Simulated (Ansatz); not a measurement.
# Quasi-harmonic thermodynamics of Cu (Copper, Fm-3m), part 4 of 4

How much does Cu (Copper) expand with temperature?

Measurements to reproduce:
- heat capacity C_P per formula unit 24.5 J/mol/K near room temperature (given in “High-Throughput Prediction of Finite-Temperature Properties using the Quasi-Harmonic Approximation”, 2016, arXiv:1603.06924)

Ansatz 0.2.0; DFT LDA, scalar-relativistic, plane waves, PAW (the session's first sound run).

So far. Step 7 (Quasi-harmonic fit by phonopy): The fit gives a volume expansion of 41.9 × 10⁻⁶/K at 300 K, against 41.9 at 298 K from the study itself, whose static fit uses more cells. Step 9 (A new level, relaxed again): The residual pressure is 7.5e-4 GPa, small enough for phonons.

### 10. Phonons on strained cells, q-mesh 4×4×4

Level of this step: DFT PBE, scalar-relativistic, plane waves, PAW (Ansatz).

The study relaxes the crystal at several strains, solves the phonons on some of them and minimises the free energy at each temperature (static energy, vibrations, the electrons in a metal, and PV under a set pressure); the q-mesh sets how far the force constants reach.

File input.yaml:

```yaml
crystal:
  lattice:
    - [0.0, 1.81490847, 1.81490847]
    - [1.81490847, 0.0, 1.81490847]
    - [1.81490847, 1.81490847, 0.0]
  atoms:
    - { symbol: Cu, position: [0.0, 0.0, 0.0] }
kpoints:
  mp_grid: { grid: [24, 24, 24] }
hamiltonian:
  xc: pbe
scf:
  occupations: { method: methfessel_paxton, width: 0.2 }
  lower_state_search: "off"
output:
  eigenvalues: true
phonons:
  method: dfpt
  qmesh: [4, 4, 4]
  temperatures: { t_max: 1200.0, t_step: 50 }
  thermal_expansion: {}
```

Run with:

```
$ ansatz run input.yaml --threads 8 --pin off --max-ram 16384MiB --backend cpu --events-out ev --progress --plain --runs-dir out
```

Numbers of over 12 decimals in the logs are rounded to 6 here.

The program printed:

```text
The last accepted step is kept in <dir> (removed where the run ends without a failure and the disk answers)
Engine: ansatz 0.2.0, aarch64-unknown-linux-gnu
Pseudopotentials: kind: paw
Pseudopotential: Cu, paw, valence charge 19, recommended cutoff 420 eV (normal), Cu.paw.azcp
Functional definition: PBE
  parameter kappa = 0.804
  parameter beta = 0.066725
  exchange = pbe_x(kappa = kappa, mu = beta*pi^2/3)
  correlation = pbe_c(beta = beta)
Crystal: 1 atoms, lattice volume = 11.956 Å³
Basis set: ecut = 487.2 eV, 283 PW (Γ), exchange–correlation on 40×40×40 points (8 copies of the dense FFT grid, shifted against one another)
Bands: 14, of which v1, the nominal top of the filled ones, is band 10 counted from 1 (9 counted from 0)
Symmetry: 48 space group operations
Space group: Fm-3m (ITA 225), of the structure as read, at distance tolerance 2.3e-5 Å
k-points: 413 of 13824
Non-local potential: Cu, projectors of the file, l = 0: 3, l = 1: 2, l = 2: 3, l = 3: 1
PAW form: soft (Blöchl's): semilocal exchange-correlation on the pseudo side does not see the compensation charge
PAW one-centre angular grid: Cu, 590 points (default); XC on 64 Gauss nodes
Initial density: superposition of atomic densities (neutral atoms: chi_scale 0, normalization atom), corrected by the library's trained network
Initial wavefunctions: pseudopotential atomic-orbital guess
Functional: x = pbe(κ = 0.804, μ = 0.219515), c = pbe(β = 0.066725)
SCF iter   1: F=—  HF=-6625.177481 eV  |F-HF|=—  |Δ(HF+E_count)|=         —  Δρ=1.12e-3  dr2=7.43e-5  ethr=1.77e-3  ⟨swp⟩=4.9  Hψ=28321  notcnv=0
preconditioner: auto → none  [metal: Δε(μ)=0.052 eV  Ē_g=16.896 eV  σ=0.200 eV  W_gap=0.21  n_scr=0 (ndim 8)  ℏωp=35.6 eV  f_vac=0.000  D(μ)=0.23/eV (n_scr^D=0)]
SCF iter   2: F=—  HF=-6625.177587 eV  |F-HF|=—  |Δ(HF+E_count)|=   1.05e-4  S|Δr|=    0.00e0  Δρ=6.01e-4  dr2=2.10e-5  ethr=3.91e-7  ⟨swp⟩=2.4  Hψ=13217  notcnv=0
SCF iter   3: F=—  HF=-6625.177597 eV  |F-HF|=—  |Δ(HF+E_count)|=   1.04e-5  S|Δr|=    0.00e0  Δρ=1.55e-4  dr2=1.36e-6  ethr=1.11e-7  ⟨swp⟩=1.9  Hψ=6484  notcnv=0
SCF iter   4: F=—  HF=-6625.177590 eV  |F-HF|=—  |Δ(HF+E_count)|=   6.92e-6  S|Δr|=    0.00e0  Δρ=3.80e-5  dr2=3.36e-8  ethr=7.14e-9  ⟨swp⟩=2.0  Hψ=7763  notcnv=0
SCF iter   5: F=—  HF=-6625.177590 eV  |F-HF|=—  |Δ(HF+E_count)|=   1.00e-7  S|Δr|=    0.00e0  Δρ=2.11e-6  dr2=4.11e-10  ethr=1.77e-10  ⟨swp⟩=2.4  Hψ=8982  notcnv=0
SCF iter   6: F=—  HF=-6625.177590 eV  |F-HF|=—  |Δ(HF+E_count)|=  6.50e-10  S|Δr|=    0.00e0  Δρ=2.57e-7  dr2=1.96e-12  ethr=1.00e-12  ⟨swp⟩=4.5  Hψ=27857  notcnv=0
SCF iter   7: F=-6625.177590 eV  HF=-6625.177590 eV  |F-HF|=0.00e0  |Δ(HF+E_count)|=  3.18e-11  S|Δr|=    0.00e0  Δρ=4.00e-8  dr2=1.11e-13  ethr=1.00e-12  ⟨swp⟩=5.0  Hψ=22266  notcnv=0
[...]
E_local      = -4073.408913  (includes V_loc(G=0)·N_el)
  E_nonlocal   = 390.427179
  E_hartree    = 1793.902459
  E_xc         = -89.462019
  E_vxc        = -115.443209  (∫ρ·V_xc dr)
  E_paw        = -1663.386088  (= ΣΔE_a)
  E_vpaw       = -452.843977  (= ΣTr[D̂ρ^β])
  E_aug_tail   = 0.000150  (compensation charges beyond the density's cutoff)
  E_ewald      = -3282.997548
  E_smearing   = 0.000712  (= −TS)
  E_closure    = -0.000000  (closes the sum)
  Σ components = -6625.177590   (vs F -6625.177590, Δ=0.00e0)
--- Forces (eV/Å), atoms counted from 1 ---
  atom   1  Cu    -0.00000000     0.00000000    -0.00000000
  max |Σ_I F_I| component: 1.31e-31 eV/Å
--- Stress (GPa, compression-positive) ---
       -0.049379       0.000000      -0.000000
        0.000000      -0.049379      -0.000000
        0.000000      -0.000000      -0.049379
  P = ⅓ Tr σ = -0.0494 GPa (-0.494 kbar)
--- Band table (eV; the first three rows and the last of 413) ---
  k-point 0: bands = [... 6 lower, 13.5399, 13.5399, 14.3572, 14.3572, 39.0099, 41.4168, 41.4168, 41.4168]
  k-point 1: bands = [... 6 lower, 13.5520, 13.5520, 14.3523, 14.3523, 38.6749, 40.4548, 41.1965, 41.1965]
  k-point 2: bands = [... 6 lower, 13.5858, 13.5858, 14.3401, 14.3401, 37.1993, 39.7790, 40.7289, 40.7289]
  k-point 412: bands = [... 6 lower, 13.0315, 14.3149, 15.0653, 22.6357, 22.6357, 24.7435, 25.1413, 44.4771]
── thermal expansion: 3 new cells, 3 in all ──
thermal expansion: relaxation of cell 2
thermal expansion: relaxation of cell 3
── thermal expansion: 2 new cells, 5 in all ──
thermal expansion: relaxation of cell 4
thermal expansion: electrons of cell 4
thermal expansion: phonons of cell 4
thermal expansion: relaxation of cell 5
thermal expansion: electrons of cell 1
thermal expansion: electrons of cell 2
thermal expansion: electrons of cell 3
thermal expansion: electrons of cell 5
thermal expansion: phonons of cell 5
── thermal expansion: 8 new cells, 13 in all ──
thermal expansion: relaxation of cell 6
thermal expansion: relaxation of cell 7
thermal expansion: relaxation of cell 8
thermal expansion: relaxation of cell 9
thermal expansion: relaxation of cell 10
thermal expansion: relaxation of cell 11
thermal expansion: relaxation of cell 12
thermal expansion: relaxation of cell 13
thermal expansion: electrons of cell 6
thermal expansion: electrons of cell 7
thermal expansion: electrons of cell 8
thermal expansion: electrons of cell 9
thermal expansion: electrons of cell 10
thermal expansion: electrons of cell 11
thermal expansion: electrons of cell 12
thermal expansion: electrons of cell 13
thermal expansion: phonons of cell 6
thermal expansion: phonons of cell 7
thermal expansion: phonons of cell 8
thermal expansion: phonons of cell 9
thermal expansion: phonons of cell 10
this run last wrote the structure of step 1 to <dir>
--- Relaxed structure (1 steps of the walk, 1 accepted, 0 SCFs on fresh bases) ---
  F+E_penalty+E_count = -6625.17759041 eV   max|allowed force component| = 0.000e0 eV/Å
  atoms:
    - { symbol: Cu, position: [0.0, 0.0, 0.0] }
--- Thermal expansion: 13 cells in 3 rounds, 0 GPa ---
  no lower state was looked for at cell 4: scf.lower_state_search: off
  not told: in the phonons of cell 10: cancelled by the caller after 1 completed SCF iterations
Error: SIGTERM received: cancelled by the caller after 1 completed SCF iterations
[key lines of the parts left out:]
SCF converged after 7 iterations
Free energy (F): -6625.177590 eV
Fermi energy:    16.516872 eV
```

Elapsed: 24 min, on 8 threads of Arm Neoverse V1, shared host; peak memory 6.8 GiB.

The run was cut off at its time limit.

The program's message: “cancelled by the caller after 1 completed SCF iterations”

### 11. What came out

```
settings of these figures                        : LDA, 487.2 eV, k 24×24×24, q 3×3×3
volume expansion coefficient at 298 K            : 41.94 1e-6/K
C_P at 298 K                                     : 24.23 J/mol-atom/K
entropy at 298 K                                 : 31.38 J/mol-atom/K
isothermal bulk modulus at 298 K                 : 176.2 GPa
Grüneisen parameter at 298 K                     : 2.080
volume at 298 K                                  : 11.04 Å³/atom
principal linear expansion coefficients at 298 K : 13.98, 13.98, 13.98 1e-6/K
```

What this shows: Near room temperature Cu (Copper) expands by 41.9 × 10⁻⁶/K in volume by LDA, with C_P = 24.2 J/(mol K) per mole of atoms and B_T = 176 GPa. The q-mesh is coarse, and the expansion can converge slowly with it. C_P at room temperature is 97 % of the classical 3R an atom; C_V is 95 %, and the rest is expansion work. In this metal the study includes the electrons' free energy, which adds a term that grows with temperature, so the heat capacities need not level off at 3R. A measured heat capacity per formula unit near room temperature is 24.5 J/mol/K (arXiv:1603.06924); the calculated 24.2 J/mol/K differs by -1 %. The PAW files were made for PBE and are used here under another functional, for which the program regenerates the frozen cores. The cell of these runs is 8 % smaller in volume than the database cell; frequencies and all that rests on them shift with it.

[Logs are printed without paths, hosts, clocks, repeated set-up lines and the standing remarks that a program may print on its own settings, such as how far it seeks lower states.]

[Hosts, paths, dates, database ids (printed as entryN), source tags and the programs' standing remarks are cut or masked in the printed files.]

[A step with changed settings may run another functional than the one named; its input shows which.]
